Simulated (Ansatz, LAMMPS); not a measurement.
# Amorphous 79SiO2-21Al2O3 (mol %) (96 atoms): geometry optimisation, part 4 of 4

Wanted: the relaxed structure of amorphous 79SiO2-21Al2O3 (mol %) (96 atoms) and its electronic structure.

Ansatz 0.2.0; Kohn-Sham DFT, PBE, PAW (set soft_2), plane waves.

The cell: 22 Si, 12 Al and 62 O. The quench rate of 50 K/ps far exceeds what a furnace or splat quench reaches. The network of bonds at the start is that of the classical potential that made the cell. Only the Γ point is sampled in the main run, in a cell whose shortest periodic width is 11 Å.

So far. Step 4 (Cell and atoms relaxed): The relaxation changed the energy by -38.4 meV/atom, and atoms moved by 0.23 Å r.m.s., 0.60 Å at most. Step 7 (K-mesh 2×2×2): Forces differ from those of the single point at the relaxed geometry by 3.5 meV/Å r.m.s.; the energy by -0.82 meV/atom and the gap by -0.014 eV. It took 59 s and 9 cycles; the reference's time can't be set against it, since the two runs asked for unlike analyses.

## Step 8: Functional HSE06

HSE06 mixes in a quarter of exact exchange at short range, which counters self-interaction, at a higher cost.

This step: Kohn-Sham DFT, HSE06, PAW (set soft_2), plane waves (Ansatz 0.2.0).

Input file input.yaml:

```yaml
crystal:
  lattice:
    - [10.74298, -0.09621, 0.13213]
    - [-0.09621, 10.91861, -0.13751]
    - [0.13213, -0.13751, 10.9622]
  atoms:
    [... the 96 atom lines of step 6 ...]
kpoints:
  mp_grid: { grid: [1, 1, 1] }
hamiltonian:
  xc: hse06
scf:
  occupations: { method: fermi_dirac, width: 0.025 }
output:
  forces: true
  stress: true
  populations: true
  dos:
    method: { smearing: { sigma: 0.08 } }
    de: 0.05
    projected: { site_lists: { Al: [Al], O: [O], Si: [Si] } }
  eigenvalues: true
```

Launch:

```
$ ansatz run input.yaml --threads 4 --pin off --max-ram 8192MiB --backend cpu --events-out ev --progress --plain --runs-dir out
```

Numbers of over 12 decimals in the logs are rounded to 6 here.

Output:

```text
Warning: output.stress: scf.convergence.dr2_threshold = 1e-7 eV (the SCF's general default) is looser than the 1.6e-9 eV advised for a printed stress (1e-10 eV for each atom of the cell: 96, of which 16 are counted). What an SCF threshold leaves in a stress goes as its square root, and in the free energy as the threshold itself, and one threshold admits the most on a small cell: [...]
Warning: output.stress: scf.exx.energy_threshold = 1e-6 eV is looser than the 1.6e-7 eV advised for a stress under a hybrid functional (1e-8 eV for each atom of the cell: 96, of which 16 are counted). Every SCF of the exchange loop can meet its threshold on dr2 while the loop round them stops early: [...]
exact exchange: scf.exx.singularity resolves to wigner_seitz, which cuts the screened interaction at the faces of the exchange supercell's Wigner-Seitz cell, so that each pair interacts once, at the shortest of its separations (the periodic images that this leaves out come, [...]
[...]
Crystal: 96 atoms, lattice volume = 1285.357 Å³
Basis set: ecut = 420 eV, 25121 PW (Γ), exchange–correlation on 144×150×150 points (8 copies of the dense FFT grid, shifted against one another)
Bands: 344, of which v1, the nominal top of the filled ones, is band 248 counted from 1 (247 counted from 0)
Symmetry: 1 space group operations
[...]
k-points: 1
[...]
SCF iter   1: F=—  HF=-55726.692912 eV  |F-HF|=—  |Δ(HF+E_count)|=         —  Δρ=2.15e-3  dr2=9.16e-2  ethr=1.77e-3  ⟨swp⟩=14.0  Hψ=2029  notcnv=0
[...]
SCF iter   4: F=-55726.710400 eV  HF=-55726.710085 eV  |F-HF|=3.16e-4  |Δ(HF+E_count)|=   3.04e-3  Δρ=2.48e-4  dr2=4.43e-4  ethr=4.67e-7  ⟨swp⟩=6.0  Hψ=783  notcnv=0  defer=4
SCF 1 stopped early in 4 iterations: F = -55726.710400 eV  dr2 = 4.43e-4
[...]
Exchange kernel: α = 0.2500, screened, ω = 0.2079 Å⁻¹, Wigner–Seitz truncation, v(0) = 943.4422 eV·Å³, q-mesh 1×1×1, nearest image of the exchange supercell L = 10.74 Å, pair-density grid 54×54×54, without the augmentation charges, whose exchange is taken in its separable form (sized by the pseudopotential files, [...]
Frozen-core exchange: fock
SCF iter   1: F=—  HF=-55736.497867 eV  |F-HF|=—  |Δ(HF+E_count)|=         —  Δρ=6.73e-3  dr2=4.78e-1  ethr=8.93e-7  ⟨swp⟩=18.0  Hψ=2042  notcnv=0
[...]
SCF iter   6: F=—  HF=-55736.485711 eV  |F-HF|=—  |Δ(HF+E_count)|=   1.92e-4  Δρ=8.74e-5  dr2=1.05e-4  ethr=9.19e-8  ⟨swp⟩=4.0  Hψ=823  notcnv=0
SCF iter   7: F=-55736.485683 eV  HF=-55736.485683 eV  |F-HF|=3.36e-7  |Δ(HF+E_count)|=   2.79e-5  Δρ=2.02e-5  dr2=2.36e-5  ethr=1.71e-8  ⟨swp⟩=4.0  Hψ=758  notcnv=0
SCF 2 stopped early in 7 iterations: F = -55736.485683 eV  dr2 = 2.36e-5
  Residual-converged pass: ⟨swp⟩=4.0  Hψ=964  notcnv=0  max |occ|·‖R‖ = 5.1e-6 eV (tolerance 6.7e-6 eV)  dr2=2.36e-5  dr2_onsite=2.92e-7  max |Δocc| = 0.0e0
[...]
hybrid outer 1: dexx = +1.814e-1 eV, tail = 1.72e-4 eV
[...]
Frozen-core exchange: fock
SCF iter   1: F=—  HF=-55736.483750 eV  |F-HF|=—  |Δ(HF+E_count)|=         —  Δρ=3.11e-5  dr2=7.11e-6  ethr=1.74e-7  ⟨swp⟩=20.0  Hψ=1200  notcnv=1
[...]
SCF iter   5: F=-55736.483752 eV  HF=-55736.483752 eV  |F-HF|=4.44e-10  |Δ(HF+E_count)|=   4.98e-9  Δρ=2.95e-7  dr2=1.41e-9  ethr=3.84e-12  ⟨swp⟩=6.0  Hψ=726  notcnv=0  defer=2
SCF 3 converged in 5 iterations: F = -55736.483752 eV  dr2 = 1.41e-9
[...]
hybrid outer 2: dexx = +1.766e-6 eV, tail = 2.88e-8 eV, Δε = 6.97e-4 eV (about 9.27e-6 eV left of the loop's levels), ΔF = 3.26e-3 eV/Å (tail 2.12e-4)
hybrid SCF converged: 2 outer / 12 inner (+4 warm-up), last move |dexx| = 1.77e-6 eV, tail = 2.88e-8 eV
Stability not checked: this state was not tested for a lower state beside it, because the functional holds exact exchange (a hybrid, or Hartree-Fock), whose exchange loop this test does not read (fock_operator; see scf.lower_state_search)
Free energy (F): -55736.483752 eV
Frozen-core exchange: fock
[...]
Internal energy: -55736.483752 eV  (E = F + TS)
E sigma→0 (E₀):  -55736.483752 eV
Fermi energy:    4.508723 eV
[...]
Σ components = -55736.483752   (vs F -55736.483752, Δ=7.28e-12)
--- Forces (eV/Å), atoms counted from 1 ---
  atom   1  Si     0.11871166     0.07467051     0.03033222
  atom   2  Si    -0.03533408    -0.01674313     0.03247159
  atom   3  Si    -0.05950562    -0.02401206     0.07585287
  atom   4  Si    -0.01796733     0.04326417     0.04051104
[...]
atom  96  O     -0.05629503    -0.12497088    -0.55099901
  max |Σ_I F_I| component: 3.54e-4 eV/Å
--- Stress (GPa, compression-positive) ---
       -4.940047      -0.116693       0.041644
       -0.116690      -5.080289       0.033887
        0.041644       0.033882      -4.909561
  P = ⅓ Tr σ = -4.9766 GPa (-49.766 kbar)
--- Band table (eV) ---
[...]
--- Löwdin populations: 96 sites ---
  site symbol       q [e]
     0     Si      2.1574
     1     Si      2.1748
     2     Si      2.1863
[...]
95      O      6.8675
  spilling = 0.012343 (of n_electrons = 496.000000)
```

The job ended after 92 s (4 threads of AMD EPYC 9B45 (Zen 5), shared host; peak memory 3.8 GiB; 5.6 min of CPU time).

The program notes that the exchange threshold is loose for the stress and the SCF threshold is loose for the stress.

Geometry and reference: those of the single point at the relaxed geometry.

Forces differ from those of the single point at the relaxed geometry by 179 meV/Å r.m.s.; the pressure by -5.0 GPa and the gap by +1.8 eV. It took 92 s and 16 cycles; the reference's time can't be set against it, since the two runs asked for unlike analyses.

The run gave:

```yaml
free_energy: -55736.4838 eV
free_energy_per_atom: -580.5884 eV/atom
scf_cycles: 16
pressure: -4.977 GPa
r_m_s_force_component: 0.1792 eV/Å
longest_force: 0.5975 eV/Å
fermi_energy: 4.509 eV
spacing_of_highest_filled_and_lowest_empty_level: 5.664 eV
spilling_of_the_projection: 0.01234
```

Length of the force by element and coordination:

```
element  coordination  atoms  mean length of the force (eV/Å)  spread   least   most
     Al           all     12                            0.121  0.0374  0.0593  0.174
     Al             4     10                            0.116  0.0383  0.0593  0.174
     Al             5      2                            0.148  0.0149   0.133  0.163
      O           all     62                            0.359   0.123   0.115  0.598
      O             2     48                            0.381   0.112   0.115  0.598
      O             3     14                            0.281   0.127   0.125  0.471
     Si           all     22                           0.0774  0.0292  0.0172  0.143
```

Löwdin charges by element and coordination (they lack the spilled electrons, 0.064 e an atom on average):

```
element  coordination  atoms  mean charge (e)  spread   least    most
     Al           all     12             1.46  0.0309    1.39    1.50
     Al             4     10             1.47  0.0227    1.43    1.50
     Al             5      2             1.41  0.0221    1.39    1.44
      O           all     62           -0.832  0.0353  -0.947  -0.776
      O             2     48           -0.834  0.0362  -0.947  -0.776
      O             3     14           -0.823  0.0303  -0.904  -0.780
     Si           all     22             1.83  0.0156    1.80    1.85
```

Density of states as counts of states in windows of 1 eV (from the Fermi level), total and the larger projections:

```
from (eV)  to (eV)  total   O p  Si p
      -10       -9   28.4  21.6   3.7
       -9       -8   39.3  31.0   4.9
       -8       -7   39.7  32.7   3.3
       -7       -6   49.1  43.4   2.1
       -6       -5   62.8  58.1   1.7
       -5       -4   71.0  67.4   1.1
       -4       -3   36.5  35.0   0.3
       -3       -2    4.8   4.6   0.0
       -2        2    0.0   0.0   0.0
        2        3    2.0   0.0   0.0
        3        4    0.0   0.0   0.0
        4        5    8.4   0.8   1.0
```

Between -25 and -10 eV lie 164 more states.

The levels nearest the highest filled one (over half full), pooled over k-points and spins:

```
level less the highest filled one (eV)  occupation
                                -0.496           2
                                -0.435           2
                                -0.397           2
                                -0.189           2
                               -0.0654           2
                                     0           2
                                  5.66           0
                                  7.10           0
                                  7.26           0
                                  7.48           0
                                  7.76           0
                                  7.85           0
```

## Step 9: Functional r2SCAN (500 eV)

The meta-GGA r2SCAN uses the kinetic energy density as well as the density and its gradient. Besides, the cutoff goes from 420 to 500 eV.

This step: Kohn-Sham DFT, r2SCAN, PAW (set soft_2), plane waves (Ansatz 0.2.0).

Changes to input.yaml since step 8:

```diff
@@ -10,3 +10,3 @@
 hamiltonian:
-  xc: hse06
+  xc: r2scan
 scf:
```

Output:

```text
[...]
Crystal: 96 atoms, lattice volume = 1285.357 Å³
Basis set: ecut = 500 eV, 32611 PW (Γ), exchange–correlation on 320×320×320 points (64 copies of the dense FFT grid, shifted against one another)
Bands: 344, of which v1, the nominal top of the filled ones, is band 248 counted from 1 (247 counted from 0)
Symmetry: 1 space group operations
[...]
k-points: 1
[...]
SCF iter   1: F=—  HF=-55916.815803 eV  |F-HF|=—  |Δ(HF+E_count)|=         —  Δρ=7.57e-3  dr2=8.41e-1  dr2_τ=7.19e0  ethr=1.77e-3  ⟨swp⟩=6.0  Hψ=1546  notcnv=0  defer=46
[...]
SCF iter   8: F=—  HF=-55919.409441 eV  |F-HF|=—  |Δ(HF+E_count)|=   1.19e-6  Δρ=7.71e-6  dr2=7.89e-7  dr2_τ=6.32e-8  ethr=6.96e-10  ⟨swp⟩=2.0  Hψ=489  notcnv=0  defer=92
SCF iter   9: F=-55919.409441 eV  HF=-55919.409441 eV  |F-HF|=4.49e-8  |Δ(HF+E_count)|=   6.93e-8  Δρ=1.45e-6  dr2=3.84e-8  dr2_τ=2.07e-9  ethr=2.02e-11  ⟨swp⟩=15.0  Hψ=2082  notcnv=0
SCF 1 converged in 9 iterations: F = -55919.409441 eV  dr2 = 3.84e-8
[...]
SCF converged after 9 iterations
Free energy (F): -55919.409441 eV
[...]
Internal energy: -55919.409441 eV  (E = F + TS)
E sigma→0 (E₀):  -55919.409441 eV
Fermi energy:    4.802773 eV
[...]
Σ components = -55919.409441   (vs F -55919.409441, Δ=0.00e0)
--- Forces (eV/Å), atoms counted from 1 ---
  atom   1  Si     0.13662346     0.06065852     0.02758032
  atom   2  Si    -0.03941450    -0.02988691    -0.00184926
  atom   3  Si    -0.02662481     0.00839614     0.04950256
  atom   4  Si    -0.01195681     0.06993485     0.04059635
[...]
atom  96  O     -0.03236763    -0.09045314    -0.44190119
  max |Σ_I F_I| component: 5.68e-4 eV/Å
--- Stress (GPa, compression-positive) ---
       -4.862237      -0.093665       0.030151
       -0.093661      -4.977375       0.042024
        0.030157       0.042025      -4.832569
  P = ⅓ Tr σ = -4.8907 GPa (-48.907 kbar)
--- Band table (eV) ---
[...]
--- Löwdin populations: 96 sites ---
  site symbol       q [e]
     0     Si      2.1531
     1     Si      2.1705
     2     Si      2.1835
[...]
95      O      6.8681
  spilling = 0.012158 (of n_electrons = 496.000000)
```

Elapsed: 18 s, on 4 threads; peak memory 3.3 GiB; 66 s of CPU time.

Geometry and reference: those of the single point at the relaxed geometry.

Forces differ from those of the single point at the relaxed geometry by 146 meV/Å r.m.s.; the pressure by -4.9 GPa and the gap by +0.64 eV. It took 18 s and 9 cycles; the reference's time can't be set against it, since the two runs asked for unlike analyses.

## Step 10: Functional PBEsol

PBEsol restores the gradient expansion of exchange for slowly varying densities and usually gives shorter bonds in solids than PBE.

This step: Kohn-Sham DFT, PBEsol, PAW (set soft_2), plane waves (Ansatz 0.2.0).

Changes to input.yaml since step 9:

```diff
@@ -10,3 +10,3 @@
 hamiltonian:
-  xc: r2scan
+  xc: pbesol
 scf:
```

Output:

```text
[...]
Crystal: 96 atoms, lattice volume = 1285.357 Å³
Basis set: ecut = 420 eV, 25121 PW (Γ), exchange–correlation on 144×150×150 points (8 copies of the dense FFT grid, shifted against one another)
Bands: 344, of which v1, the nominal top of the filled ones, is band 248 counted from 1 (247 counted from 0)
Symmetry: 1 space group operations
[...]
k-points: 1
[...]
SCF iter   1: F=—  HF=-54848.285578 eV  |F-HF|=—  |Δ(HF+E_count)|=         —  Δρ=1.16e-2  dr2=1.37e0  ethr=1.77e-3  ⟨swp⟩=6.0  Hψ=1651  notcnv=0  defer=45
[...]
SCF iter   9: F=—  HF=-54847.899756 eV  |F-HF|=—  |Δ(HF+E_count)|=   7.04e-7  Δρ=3.91e-6  dr2=1.52e-7  ethr=2.02e-11  ⟨swp⟩=15.0  Hψ=2124  notcnv=0
SCF iter  10: F=-54847.899756 eV  HF=-54847.899756 eV  |F-HF|=1.66e-8  |Δ(HF+E_count)|=   1.41e-8  Δρ=7.49e-7  dr2=9.30e-9  ethr=2.02e-11  ⟨swp⟩=4.0  Hψ=1030  notcnv=0
SCF 1 converged in 10 iterations: F = -54847.899756 eV  dr2 = 9.30e-9
[...]
SCF converged after 10 iterations
Free energy (F): -54847.899756 eV
[...]
Internal energy: -54847.899756 eV  (E = F + TS)
E sigma→0 (E₀):  -54847.899756 eV
Fermi energy:    4.765412 eV
[...]
Σ components = -54847.899756   (vs F -54847.899756, Δ=0.00e0)
--- Forces (eV/Å), atoms counted from 1 ---
  atom   1  Si    -0.01755353    -0.01074805     0.02331868
  atom   2  Si     0.04863599     0.02867395     0.01828867
  atom   3  Si     0.02501854     0.01572179     0.07389868
  atom   4  Si    -0.02204144     0.00666530     0.01907714
[...]
atom  96  O      0.00232456    -0.01901792    -0.16589089
  max |Σ_I F_I| component: 6.39e-5 eV/Å
--- Stress (GPa, compression-positive) ---
       -2.722134       0.003703       0.055075
        0.003707      -2.776635       0.030791
        0.055075       0.030788      -2.676474
  P = ⅓ Tr σ = -2.7251 GPa (-27.251 kbar)
--- Band table (eV) ---
[...]
--- Löwdin populations: 96 sites ---
  site symbol       q [e]
     0     Si      2.2468
     1     Si      2.2637
     2     Si      2.2749
[...]
95      O      6.8215
  spilling = 0.012284 (of n_electrons = 496.000000)
```

It took 6.8 s on 4 threads; peak memory 1.6 GiB; 24 s of CPU time.

Geometry and reference: those of the single point at the relaxed geometry.

Forces differ from those of the single point at the relaxed geometry by 52 meV/Å r.m.s.; the pressure by -2.7 GPa and the gap by -0.073 eV.

## Step 11: The ladder side by side

Each row is set against the single point at the relaxed geometry (Kohn-Sham DFT, PBE, PAW (set soft_2), plane waves; r.m.s. force component 0.00663 eV/Å). Energies are set beside the reference only for runs with its functional, potentials and electron count. Times are for 4 threads of AMD EPYC 9B45 (Zen 5), shared host. The reference's time includes grids, which some other runs skip.

```
                       run  Δ force, r.m.s. (meV/Å)  Δ energy (meV/atom)  Δ pressure (GPa)  Δ gap (eV)  cycles   time  host memory (GiB)
                 reference                        -                    -                 -           -       9  7.4 s                1.6
              k-mesh 2×2×2                     3.53               -0.819            0.0132     -0.0144       9   59 s                5.7
          functional HSE06                      179                    -             -4.97        1.76      16   92 s                3.8
functional r2SCAN (500 eV)                      146                    -             -4.88       0.643       9   18 s                3.3
         functional PBEsol                     51.7                    -             -2.72     -0.0727      10  6.8 s                1.6
```

## Step 12: Results

* energy change in the relaxation: -38.44 meV/atom
* r.m.s. displacement: 0.228 Å
* largest displacement: 0.605 Å
* free energy per atom: -580.4864 eV/atom
* pressure: -0.006447 GPa
* r.m.s. force component: 0.00663 eV/Å
* gap (highest filled to lowest empty level): 3.907 eV
* wall time of the 7 DFT runs: 4.1 min

In words: Relaxation lowers the energy by 38.4 meV/atom and moves atoms by 0.23 Å r.m.s.; the r.m.s. force component goes from 0.64 to 0.0066 eV/Å. Displacements are taken in the final cell, so they leave out its strain. By the final cutoffs 0 of 135 bonded pairs parted and 3 joined. The cell shrank by 3.4 % in volume. First to last step the energy falls by 3.690 eV, across changes of basis; the largest move, 0.61 Å, is that of Al28. The O-Al bonds change most in mean length: from 1.780 Å (spread 0.111) to 1.811 Å (spread 0.119), and their number from 47 to 50. With the cutoffs above, 83 % of Al atoms have 4, 77 % of O atoms have 2 and all Si atoms have 4 bonded neighbours. 77 % of the oxygens bridge two formers (Si and Al) and 0 % are non-bridging; 23 % join three. The highest filled and lowest empty levels differ by 3.91 eV (at Γ alone); a semilocal functional tends to put such gaps too low. In a disordered cell it changes from sample to sample, and tail or defect levels can set it.

Among the changes of functional, dispersion, potentials or spin, functional HSE06 moves the forces most, by 179 meV/Å r.m.s. The gap changes by +1.76 eV with HSE06.

What to keep in mind: The network of bonds at the start is that of the classical potential that made the cell; in DFT 0 of its 135 bonded pairs passed out of the cutoffs and 3 came within them.

[Logs are printed without paths, hosts, clocks, repeated set-up lines and the standing remarks that a program may print on its own settings, such as how far it seeks lower states.]

[Hosts, paths, dates, database ids (printed as entryN), source tags and the programs' standing remarks are cut or masked in the printed files.]
